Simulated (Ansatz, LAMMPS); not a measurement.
# Gap against volume in glassy 64SiO2-28Al2O3-4SrO-4Li2O (mol %) (88 atoms)

Density of this cell: 2.64 g/cm³. The cell holds 88 atoms: 16 Si, 14 Al, 1 Sr, 2 Li and 55 O. Its edges and angles: a = 10.082 Å, b = 10.519 Å, c = 10.746 Å, α = 86.2°, β = 91.5°, γ = 90.3°. The starting structure: 88 atoms (16 Si, 14 Al, 1 Sr, 2 Li, 55 O) placed at random at 2.58 g/cm³, melted at 4000 K for 10 ps at fixed volume with the Morse and Coulomb pair potential with partial charges (Pedone, Malavasi, Menziani, Cormack and Segre, J. Phys. Chem. B 110, 11780 (2006)). Quenched from 4000 K to 300 K at 200 K/ps and fixed volume, held 10 ps at zero pressure.

Calculated with Ansatz 0.2.0: Kohn-Sham DFT, PBE, PAW (set soft_2), plane waves; cutoff 420 eV, Γ point, fermi-dirac smearing of 0.05 eV. The relaxed cell was scaled evenly and the atoms were relaxed at each volume. The gap is that between the highest filled and the lowest empty Kohn-Sham level on the run's k-points.

| volume (Å³/atom) | gap (eV) |
| --- | --- |
| 11.625 | 4.294 |
| 12.142 | ? |
| 12.529 | 4.253 |
| 12.917 | 4.153 |
| 13.305 | 4.046 |
| 13.692 | 3.996 |

Task: Fit a straight line in ln V to the rows given and interpolate to the withheld row.

**Working.**

A volume deformation potential makes the spacing linear in u = ln(V/V0), with V0 = 12.917 Å³ the relaxed volume; v is the spacing.

| u = ln(V/V0) | v (eV) |
| --- | --- |
| -0.105360 | 4.2943 |
| -0.0304592 | 4.2532 |
| 0 | 4.1531 |
| 0.0295596 | 4.0457 |
| 0.0582694 | 3.9963 |

With n = 5: mean u = -0.00959810, mean v = 4.14852, Σ(u − ū)² = 0.015837, Σ(u − ū)(v − v̄) = -0.030457. Slope b = -0.030457 / 0.015837 = -1.9232; intercept a = v̄ − b ū = 4.1301.

At the withheld volume u = -0.06187, and v = a + b u.

Prediction at 12.142: 4.249 eV. The run gave 4.324 eV, so the fit is low by 0.075 eV (1.7 % of the value).

The rows don't follow a line (correlation 0.94 in size over all rows), so the slope of -1.92 eV is no deformation potential. Among the rows given, the largest miss of the fit is at 12.529, by 0.065 eV (20 % of the range of the table).

Limits: The table spans 16 % in volume, wide for a linear law. Semilocal functionals tend to put gaps under measured ones. Only the Γ point is sampled. Atoms move by up to 1.5 Å in these relaxations, so the structure changes along the series. Defect or tail levels can set the spacing of a disordered cell.

[Hosts, paths, dates, database ids (printed as entryN), source tags and the programs' standing remarks are cut or masked in the printed files.]
